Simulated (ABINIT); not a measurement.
Planning a run of ABINIT 10.8.3 on CdSe (Cadmoselite). The input:

```
acell 3*1.0 Angstrom
rprim 
  4.300000000016 -0.000000000004 0.000000000000
  -2.150000000005 3.723909236288 0.000000000000
  0.000000000000 0.000000000000 7.020000000000
ntypat 2
znucl 48 34
natom 4
typat 1 1 2 2
xred 
  0.333333333333 0.666666666667 0.000000000000
  0.666666666667 0.333333333333 0.500000000000
  0.333333333333 0.666666666667 0.385000000000
  0.666666666667 0.333333333333 0.885000000000
pp_dirpath "pseudos"
pseudos "Cd.upf, Se.upf"
ecut 48
ngkpt 12 12 6
nshiftk 1
shiftk 0 0 0
kptopt 1
chksymbreak 0
istwfk *1
occopt 1
irdwfk 1
optdriver 99
bs_calctype 1
mbpt_sciss 0.580 eV
bs_loband 42
nband 45
bs_exchange_term 1
bs_coulomb_term 21
bs_coupling 0
bs_algorithm 1
bs_freq_mesh 0 4 0.05 eV
zcut 0.1 eV
ecuteps 3
ecutwfn 24
inclvkb 2
mdf_epsinf 49.5
irdden 1
indata_prefix "in"
outdata_prefix "out"
tmpdata_prefix "tmp"
```

The database entry behind the starting cell differs from later determinations by our own check (inner coordinate of an old entry), so it need not match the best structure at ambient conditions.

```sh
OMP_NUM_THREADS=1 mpirun -n 4 abinit run.abi > log
```

Question: Estimate wall time and host memory on 4 MPI ranks of Arm Neoverse V2, shared host.

It took 6 min; on shared hardware allow 3 min to 12 min. Peak host memory was 5.4 GiB.

The kernel grows as the square of the matrix size, and full diagonalisation as its cube.

[Paths, hosts, dates, memory and timing lines, banners, echoed tables and standing remarks are left out of the program output.]

[Logs are printed without paths, hosts, clocks, repeated set-up lines and the standing remarks that a program may print on its own settings, such as how far it seeks lower states.]

[Runs of the session that timed out or met a known fault of the program may be left out.]

[Hosts, paths, dates, database ids (printed as entryN), source tags and the programs' standing remarks are cut or masked in the printed files.]

[G0W0 gaps are taken among the corrected bands and points alone; a level outside them can change the order at an edge.]

[Where Ansatz stands beside ABINIT at settings called matched, ABINIT's density can come from a denser mesh and the files from another edition; pairs whose starting gaps differed by over 0.03 eV were left out, so agreement reads better than it is.]
